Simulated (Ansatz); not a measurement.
# Phonons of ZnSe (Stilleite, F-43m) against volume, part 2 of 3

Aim: how do the optical modes of ZnSe (Stilleite, F-43m) move with volume?

Ansatz 0.2.0; DFT PBE, scalar-relativistic, plane waves, PAW; PAW set soft_1.

So far. Step 3 (Tight relaxation): The forces vanish by symmetry and the pressure is 0.007 GPa, within the tolerances set. The cell now holds 23.55 Å³/atom.

**4. Modes at rest**

The modes at rest are the reference of the series, and the response to a field gives the dielectric tensor and the Born charges.

The input, input.yaml:

```yaml
crystal:
  lattice:
    - [0.0, 2.8663145009, 2.8663145009]
    - [2.8663145009, 0.0, 2.8663145009]
    - [2.8663145009, 2.8663145009, 0.0]
  atoms:
    - { symbol: Zn, position: [0.0, 0.0, 0.0] }
    - { symbol: Se, position: [0.75, 0.75, 0.75] }
kpoints:
  mp_grid: { grid: [12, 12, 12] }
hamiltonian:
  xc: pbe
  pseudopotentials: { kind: paw, azcp: { folder: soft_1 } }
scf:
  occupations: { method: fixed }
output:
  eigenvalues: true
phonons:
  method: dfpt
  dielectric: true
  rigid_motions: translations
  raman: true
```

Run with:

```console
$ ansatz run input.yaml --threads 4 --pin off --max-ram 10240MiB --backend cpu --events-out ev --progress --plain --runs-dir out
```

Numbers of over 12 decimals in the logs are rounded to 6 here.

The program printed:

```text
[...]
Crystal: 2 atoms, lattice volume = 47.098 Å³
Basis set: ecut = 420 eV, 941 PW (Γ), exchange–correlation on 60×60×60 points (8 copies of the dense FFT grid, shifted against one another)
Bands: 18, of which v1, the nominal top of the filled ones, is band 14 counted from 1 (13 counted from 0)
Symmetry: 24 space group operations
k-points: 280 of 1728 (irreducible under 4 space group operations, time reversal used)
[...]
SCF iter   1: F=—  HF=-8789.892908 eV  |F-HF|=—  |Δ(HF+E_count)|=         —  Δρ=6.11e-2  dr2=1.08e0  ethr=3.10e-3  ⟨swp⟩=4.4  Hψ=24395  notcnv=0  defer=460
[...]
SCF iter  10: F=-8789.548652 eV  HF=-8789.548652 eV  |F-HF|=3.64e-12  |Δ(HF+E_count)|=  4.91e-11  Δρ=5.76e-8  dr2=1.38e-12  ethr=1.00e-12  ⟨swp⟩=8.5  Hψ=31608  notcnv=0
SCF 1 converged in 10 iterations: F = -8789.548652 eV  dr2 = 1.38e-12
[...]
NSCF: frozen V_eff on 1 k-points
DFPT response loops at Γ: preconditioner auto → none (the input reference at scf.mixing.eps_inf says where Resta's filter doesn't serve); β = 0.50; Broyden in place of MSR1
── the response to a field inside a basis, on 14×14×14 k-points: an SCF that follows is theirs, and a resumed run solves both again ──
Bands: 15, of which v1, the nominal top of the filled ones, is band 14 counted from 1 (13 counted from 0)
k-points: 280
[...]
Eigensolver: Dense (280 Hₖ)
SCF iter   1: F=—  HF=-8789.547331 eV  |F-HF|=—  |Δ(HF+E_count)|=         —  Δρ=2.27e-4  dr2=8.62e-6  ethr=1.00e-1
[...]
SCF iter   6: F=-8789.547329 eV  HF=-8789.547329 eV  |F-HF|=1.82e-11  |Δ(HF+E_count)|=  6.51e-10  Δρ=3.12e-7  dr2=2.50e-11  ethr=9.92e-12
SCF 1 converged in 6 iterations: F = -8789.547329 eV  dr2 = 2.50e-11
[...]
WARN: field response: ε∞ stands inside a basis, on 14×14×14 points; the force constants stand on the 12×12×12 k-mesh, whose period is 12.09 times the interband length at k = (0.0000, 0.0000, 0.0000), direct gap 1.150 eV, under 14: take them and everything formed from them as unconverged, and compare with a denser kpoints.mp_grid
SCF converged after 10 iterations
Free energy (F): -8789.548652 eV
[...]
Internal energy: -8789.548652 eV  (E = F + TS)
E sigma→0 (E₀):  -8789.548652 eV
Fermi energy:    6.088519 eV
[...]
--- Band table (eV; the first three rows and the last of 280) ---
  k-point 0: bands = [... 10 lower, 0.0052, 6.0885, 6.0885, 6.0885, 7.2385, 11.9063, 11.9063, 11.9063]
  k-point 1: bands = [... 10 lower, 0.0046, 5.3484, 6.0219, 6.0219, 7.8551, 11.8288, 12.0224, 12.0224]
  k-point 2: bands = [... 10 lower, 0.0038, 4.2256, 5.8513, 5.8513, 8.5173, 11.9240, 12.2913, 12.2913]
  k-point 279: bands = [... 10 lower, 0.2790, 1.5679, 3.4660, 3.5829, 11.4747, 11.5723, 12.9802, 13.8046]
--- Phonons (Γ-DFPT): 2 representative perturbations + reference, on 280 of 1728 k-points (Σ response iterations 6) ---
  k mesh reduced under 4 symmetry operations, with k and −k counted as one. Each operation leaves every solved perturbation unchanged. A smaller set is not considered because the run solves the response to a homogeneous field
  ASR residual: 2.937e-5 → 0.000e0 eV/Å²; symmetrization residual: 2.540e-6 eV/Å²
  ASR residual per site (eV/Å²): 3.96e-6 2.94e-5
  Γ frequencies (cm⁻¹): 0.00 0.00 0.00 194.64 194.64 194.64
  ε∞ (high-frequency dielectric tensor):
        7.361610    -0.000000    -0.000000
       -0.000000     7.361610     0.000000
       -0.000000     0.000000     7.361610
  ε⁰ (static dielectric tensor: ions relaxed, cell fixed):
       10.762502    -0.000000    -0.000000
       -0.000000    10.762502    -0.000000
       -0.000000    -0.000000    10.762502
  ε⁰ − ε∞ (ionic part):
        3.400892     0.000000    -0.000000
        0.000000     3.400892    -0.000000
       -0.000000    -0.000000     3.400892
  softest optical mode at Γ: 194.64 cm⁻¹; the repairs (sum rule, projections) moved no ω² at Γ by more than (0.41 cm⁻¹)²
  Born effective charges Z* (e; rows j = field, columns β = displacement):
    site 0:
         2.10020    0.00000    0.00000
         0.00000    2.10020   -0.00000
        -0.00000    0.00000    2.10020
    site 1:
        -2.10020   -0.00000   -0.00000
        -0.00000   -2.10020    0.00000
         0.00000   -0.00000   -2.10020
  Z* charge neutrality: 4.148e-4 e pre-enforcement
  solved inside a basis spanned on kpoints, on 14×14×14 k-points transformed towards the longest dipole: ε∞ is read to err by 2.0e-2, Z* by 1.7e-2 e (field_mesh: kpoints solves on kpoints); Z* is corrected for what the basis lacks
  Raman tensors (in the event stream and the table raman_tensors.tsv): an entry may err by 8.4e-3 Å², one of the second-order susceptibility by 1.7e0 pm/V (basis, points and sum rule); their sum over the sites missed zero by 4.859e-5 Å² ahead of its enforcement
  optical modes at Γ without the LO–TO term, one row a degenerate level:
      ω (cm⁻¹)  modes    IR ((D/Å)²/amu)  static Raman (Å⁴/amu)  depolarisation
        194.64      3             8.5352                 0.3102           0.750
  optical modes at Γ + LO–TO along q̂ = [1.0000, 0.0000, 0.0000]:
      ω (cm⁻¹)  modes    IR ((D/Å)²/amu)  static Raman (Å⁴/amu)  depolarisation
        194.64      2             5.6901                 0.2068           0.750
        235.34      1             2.8451                32.0669           0.750
  optical modes at Γ + LO–TO along q̂ = [0.0000, 1.0000, 0.0000]:
      ω (cm⁻¹)  modes    IR ((D/Å)²/amu)  static Raman (Å⁴/amu)  depolarisation
        194.64      2             5.6901                 0.2068           0.750
        235.34      1             2.8451                32.0669           0.750
  optical modes at Γ + LO–TO along q̂ = [0.0000, 0.0000, 1.0000]:
      ω (cm⁻¹)  modes    IR ((D/Å)²/amu)  static Raman (Å⁴/amu)  depolarisation
        194.64      2             5.6901                 0.2068           0.750
        235.34      1             2.8451                32.0669           0.750
```

The job ended after 3.8 min (4 threads of AMD EPYC 7B13 (Zen 3), shared host; peak memory 2.5 GiB).

Reading the cycles: dr2 is the Hartree energy of the density residual (eV), the measure of convergence; HF is the Harris–Foulkes estimate of the energy, which meets the free energy F at convergence.

Numbers from this step:

| Property | Result |
| --- | --- |
| sum-rule residual before enforcement | 2.94e-5 eV/Å² |
| miss of the charge sum rule | 4.15e-4 e |
| estimated error of the dielectric tensor | 0.02001 |
| estimated error of the Born charges | 0.01673 e |
| point group | -43m |
| highest optical mode at the zone centre (no LO-TO term) | 194.6 cm⁻¹ |
| lowest optical zone-centre mode | 194.6 cm⁻¹ |
| mean high-frequency dielectric constant | 7.362 |
| largest Born charge (third of the trace) | 2.100 e |
| mean static dielectric constant | 10.76 |
| top of the zone-centre spectrum with the field | 235.3 cm⁻¹ |

Without the LO-TO term. Patterns of degenerate modes are one choice out of their space. The modes at Γ (shares of kinetic energy by element, %):

| mode | frequency (cm⁻¹) | symmetry | Zn % | Se % |
| --- | --- | --- | --- | --- |
| 1 | 0.0 | acoustic | 45 | 55 |
| 2 | 0.0 | acoustic | 45 | 55 |
| 3 | 0.0 | acoustic | 45 | 55 |
| 4 | 194.6 | T2 | 55 | 45 |
| 5 | 194.6 | T2 | 55 | 45 |
| 6 | 194.6 | T2 | 55 | 45 |

Displacements in mode 4 (194.6 cm⁻¹), the largest set to 1:
```
Zn1  0.00  1.00 -0.18
Se2  0.00 -0.83  0.15
```

Optical modes at the zone centre, without and with the macroscopic field of the longitudinal modes; each column is sorted by frequency, so a row need not hold one and the same mode. Modes with and without the field, by row:

| rank among optical modes | no field (cm⁻¹) | q along (1, 0, 0) (cm⁻¹) |
| --- | --- | --- |
| 1 | 194.6 | 194.6 |
| 2 | 194.6 | 194.6 |
| 3 | 194.6 | 235.3 |

Born charge (rows field, columns displacement) (e), principal values of the symmetric part by kind of site:

| atom | atoms with these values | low | middle | high | mean |
| --- | --- | --- | --- | --- | --- |
| Zn1 | 1 | 2.10 | 2.10 | 2.10 | 2.10 |
| Se2 | 1 | -2.10 | -2.10 | -2.10 | -2.10 |

In full for Se2:

```
-2.10  0.00  0.00
 0.00 -2.10  0.00
 0.00  0.00 -2.10
```

High-frequency dielectric tensor:

```
7.36 0.00 0.00
0.00 7.36 0.00
0.00 0.00 7.36
```

Static dielectric tensor (ions relaxed, fixed cell):

```
10.76  0.00  0.00
 0.00 10.76  0.00
 0.00  0.00 10.76
```

Transverse modes. Infrared lines, with heights relative to the strongest:

| position (cm⁻¹) | label | relative intensity |
| --- | --- | --- |
| 195 | T2 | 100 |

Activity x (w_L - w)^4 (n + 1)/w, 532 nm, 300 K; the tensors are static ones, while 532 nm light lies above the computed direct gap, where resonance would change the heights; modes without the macroscopic field alone. Lines of the Raman spectrum (strongest = 100):

| position (cm⁻¹) | label | relative intensity |
| --- | --- | --- |
| 195 | T2 | 100 |

Before it was imposed, the acoustic sum rule was missed by 2.9e-5 eV/Å² and the charge sum rule by 4.1e-4 e. Small misses are needed for a sound result but don't prove that mesh and cutoff are converged. The lowest optical mode is real, 195 cm⁻¹.

The log warns of the k mesh: “the force constants stand on the 12×12×12 k-mesh, whose period is 12.09 times the interband length at k = (0.0000, 0.0000, 0.0000), direct gap 1.150 eV, under 14: take them and everything formed from them as unconverged”. So the frequencies of this run count as unconverged too.

**5. Ground state of a member: 1.06 times the volume at rest**

The cell is set to 1.06 times the volume at rest; symmetry leaves nothing else free, so this is a single point.

input.yaml, the sections that differ from step 4:

```yaml
crystal:
  lattice:
    - [0.0, 2.9225310182, 2.9225310182]
    - [2.9225310182, 0.0, 2.9225310182]
    - [2.9225310182, 2.9225310182, 0.0]
  atoms:
    - { symbol: Zn, position: [0.0, 0.0, 0.0] }
    - { symbol: Se, position: [0.75, 0.75, 0.75] }
scf:
  occupations: { method: gaussian, width: 0.02 }
output:
  forces: true
  stress: true
  eigenvalues: true
# kpoints, hamiltonian: as in step 4
# phonons: removed
```

The program printed:

```text
[...]
Crystal: 2 atoms, lattice volume = 49.924 Å³
Basis set: ecut = 420 eV, 941 PW (Γ), exchange–correlation on 60×60×60 points (8 copies of the dense FFT grid, shifted against one another)
Bands: 18, of which v1, the nominal top of the filled ones, is band 14 counted from 1 (13 counted from 0)
Symmetry: 24 space group operations
[...]
k-points: 72 of 1728 (time reversal used)
[...]
SCF iter   1: F=—  HF=-8789.879872 eV  |F-HF|=—  |Δ(HF+E_count)|=         —  Δρ=6.03e-2  dr2=1.12e0  ethr=3.10e-3  ⟨swp⟩=6.2  Hψ=6925  notcnv=0
[...]
SCF iter   8: F=-8789.521853 eV  HF=-8789.521853 eV  |F-HF|=2.72e-8  |Δ(HF+E_count)|=   1.26e-7  Δρ=1.13e-5  dr2=3.48e-8  ethr=3.57e-10  ⟨swp⟩=6.0  Hψ=6648  notcnv=0
SCF 1 converged in 8 iterations: F = -8789.521853 eV  dr2 = 3.48e-8
[...]
SCF converged after 8 iterations
Free energy (F): -8789.521853 eV
[...]
Internal energy: -8789.521853 eV  (E = F + TS)
E sigma→0 (E₀):  -8789.521853 eV
Fermi energy:    5.823426 eV
[...]
--- Stress (GPa, compression-positive) ---
       -2.886511       0.000000      -0.000000
        0.000000      -2.886511       0.000000
       -0.000000       0.000000      -2.886511
  P = ⅓ Tr σ = -2.8865 GPa (-28.865 kbar)
--- Band table (eV; the first three rows and the last of 72) ---
  k-point 0: bands = [... 10 lower, -0.6011, 5.3586, 5.3586, 5.3586, 6.2878, 11.1814, 11.1814, 11.1814]
  k-point 1: bands = [... 10 lower, -0.6016, 4.6222, 5.2990, 5.2990, 6.9193, 11.0900, 11.2885, 11.2885]
  k-point 2: bands = [... 10 lower, -0.6023, 3.5610, 5.1457, 5.1457, 7.5894, 11.1307, 11.5387, 11.5387]
  k-point 71: bands = [... 10 lower, -0.3676, 1.1037, 2.9590, 3.1015, 10.4716, 10.8382, 12.1138, 13.0733]
```

Wall time 1.5 s (4 threads); peak memory 0.44 GiB; 5.1 s of CPU time.

This step gave:

```yaml
pressure: -2.887 GPa
gap_on_the_k_mesh: 0.9292 eV
volume_per_atom: 24.96 Å³
```

The forces vanish by symmetry, at a pressure of -2.89 GPa.

**6. Zone-centre modes of the member: 1.06 times the volume at rest**

The zone-centre modes follow for 1.06 times the volume at rest, with the response to a field.

Changes to input.yaml since step 5:

```diff
@@ -14,6 +14,8 @@
 scf:
-  occupations: { method: gaussian, width: 0.02 }
+  occupations: { method: fixed }
 output:
-  forces: true
-  stress: true
   eigenvalues: true
+phonons:
+  method: dfpt
+  dielectric: true
+  rigid_motions: translations
```

The program printed:

```text
[...]
Crystal: 2 atoms, lattice volume = 49.924 Å³
Basis set: ecut = 420 eV, 941 PW (Γ), exchange–correlation on 60×60×60 points (8 copies of the dense FFT grid, shifted against one another)
Bands: 18, of which v1, the nominal top of the filled ones, is band 14 counted from 1 (13 counted from 0)
Symmetry: 24 space group operations
k-points: 280 of 1728 (irreducible under 4 space group operations, time reversal used)
[...]
SCF iter   1: F=—  HF=-8789.880338 eV  |F-HF|=—  |Δ(HF+E_count)|=         —  Δρ=6.03e-2  dr2=1.13e0  ethr=3.10e-3  ⟨swp⟩=4.4  Hψ=24407  notcnv=0  defer=469
[...]
SCF iter  10: F=-8789.521853 eV  HF=-8789.521853 eV  |F-HF|=1.82e-12  |Δ(HF+E_count)|=  4.18e-11  Δρ=5.83e-8  dr2=1.11e-12  ethr=1.00e-12  ⟨swp⟩=8.2  Hψ=30636  notcnv=0
SCF 1 converged in 10 iterations: F = -8789.521853 eV  dr2 = 1.11e-12
[...]
Bands: 15, of which v1, the nominal top of the filled ones, is band 14 counted from 1 (13 counted from 0)
k-points: 280
[...]
Eigensolver: Dense (280 Hₖ)
SCF iter   1: F=—  HF=-8789.520480 eV  |F-HF|=—  |Δ(HF+E_count)|=         —  Δρ=1.92e-4  dr2=6.57e-6  ethr=1.00e-1
[...]
SCF iter   4: F=-8789.520479 eV  HF=-8789.520479 eV  |F-HF|=2.48e-8  |Δ(HF+E_count)|=   5.28e-6  Δρ=1.24e-5  dr2=4.39e-8  ethr=2.35e-8
SCF 1 converged in 4 iterations: F = -8789.520479 eV  dr2 = 4.39e-8
[...]
SCF converged after 10 iterations
Free energy (F): -8789.521853 eV
[...]
Internal energy: -8789.521853 eV  (E = F + TS)
E sigma→0 (E₀):  -8789.521853 eV
Fermi energy:    5.358572 eV
[...]
--- Band table (eV; the first three rows and the last of 280) ---
  k-point 0: bands = [... 10 lower, -0.6014, 5.3586, 5.3586, 5.3586, 6.2878, 11.1814, 11.1814, 11.1814]
  k-point 1: bands = [... 10 lower, -0.6019, 4.6222, 5.2990, 5.2990, 6.9193, 11.0900, 11.2885, 11.2885]
  k-point 2: bands = [... 10 lower, -0.6026, 3.5610, 5.1457, 5.1457, 7.5894, 11.1307, 11.5387, 11.5387]
  k-point 279: bands = [... 10 lower, -0.3679, 1.1037, 2.9590, 3.1016, 10.4716, 10.8383, 12.1137, 13.0734]
[...]
ASR residual: 3.493e-5 → 0.000e0 eV/Å²; symmetrization residual: 4.357e-6 eV/Å²
  ASR residual per site (eV/Å²): 6.65e-6 3.49e-5
  Γ frequencies (cm⁻¹): 0.00 0.00 0.00 175.16 175.16 175.16
  ε∞ (high-frequency dielectric tensor):
        7.614432     0.000000     0.000000
        0.000000     7.614432     0.000000
        0.000000     0.000000     7.614432
  ε⁰ (static dielectric tensor: ions relaxed, cell fixed):
       11.923552     0.000000     0.000000
        0.000000    11.923552    -0.000000
        0.000000    -0.000000    11.923552
  ε⁰ − ε∞ (ionic part):
        4.309120    -0.000000     0.000000
       -0.000000     4.309120    -0.000000
        0.000000    -0.000000     4.309120
[...]
Born effective charges Z* (e; rows j = field, columns β = displacement):
    site 0:
         2.19038    0.00000    0.00000
        -0.00000    2.19038   -0.00000
         0.00000   -0.00000    2.19038
    site 1:
        -2.19038   -0.00000   -0.00000
         0.00000   -2.19038    0.00000
        -0.00000    0.00000   -2.19038
  Z* charge neutrality: 6.876e-4 e pre-enforcement
[...]
optical modes at Γ without the LO–TO term, one row a degenerate level:
      ω (cm⁻¹)  modes    IR ((D/Å)²/amu)
        175.16      3             9.2839
  optical modes at Γ + LO–TO along q̂ = [1.0000, 0.0000, 0.0000]:
      ω (cm⁻¹)  modes    IR ((D/Å)²/amu)
        175.16      2             6.1893
        219.19      1             3.0946
  optical modes at Γ + LO–TO along q̂ = [0.0000, 1.0000, 0.0000]:
      ω (cm⁻¹)  modes    IR ((D/Å)²/amu)
        175.16      2             6.1893
        219.19      1             3.0946
  optical modes at Γ + LO–TO along q̂ = [0.0000, 0.0000, 1.0000]:
      ω (cm⁻¹)  modes    IR ((D/Å)²/amu)
        175.16      2             6.1893
        219.19      1             3.0946
```

The job ended after 45 s (4 threads; peak memory 1.5 GiB).

Numbers from this step:

```yaml
sum_rule_residual_before_enforcement: 3.49e-5 eV/Å²
miss_of_the_charge_sum_rule: 6.88e-4 e
estimated_error_of_the_dielectric_tensor: 0.02112
estimated_error_of_the_born_charges: 0.01701 e
highest_optical_mode_at_the_zone_centre_no_lo_to_term: 175.2 cm⁻¹
lowest_optical_zone_centre_mode: 175.2 cm⁻¹
mean_high_frequency_dielectric_constant: 7.614
largest_born_charge_third_of_the_trace: 2.190 e
mean_static_dielectric_constant: 11.92
top_of_the_zone_centre_spectrum_with_the_field: 219.2 cm⁻¹
```

Without the LO-TO term. Patterns of degenerate modes are one choice out of their space. The modes at Γ (shares of kinetic energy by element, %):

| mode | frequency (cm⁻¹) | symmetry | Zn % | Se % |
| --- | --- | --- | --- | --- |
| 1 | 0.0 | acoustic | 45 | 55 |
| 2 | 0.0 | acoustic | 45 | 55 |
| 3 | 0.0 | acoustic | 45 | 55 |
| 4 | 175.2 | T2 | 55 | 45 |
| 5 | 175.2 | T2 | 55 | 45 |
| 6 | 175.2 | T2 | 55 | 45 |

Transverse modes. Infrared lines, with heights relative to the strongest:

| position (cm⁻¹) | label | relative intensity |
| --- | --- | --- |
| 175 | T2 | 100 |

The optical mode without the LO-TO term lies at 175.2 cm⁻¹.

The log warns of the k mesh: “the force constants stand on the 12×12×12 k-mesh, whose period is 11.37 times the interband length at k = (0.0000, 0.0000, 0.0000), direct gap 0.929 eV, under 14: take them and everything formed from them as unconverged”. So the frequencies of this run count as unconverged too.

(Part 2 of 3 ends here.)

[Logs are printed without paths, hosts, clocks, repeated set-up lines and the standing remarks that a program may print on its own settings, such as how far it seeks lower states.]

[Hosts, paths, dates, database ids (printed as entryN), source tags and the programs' standing remarks are cut or masked in the printed files.]
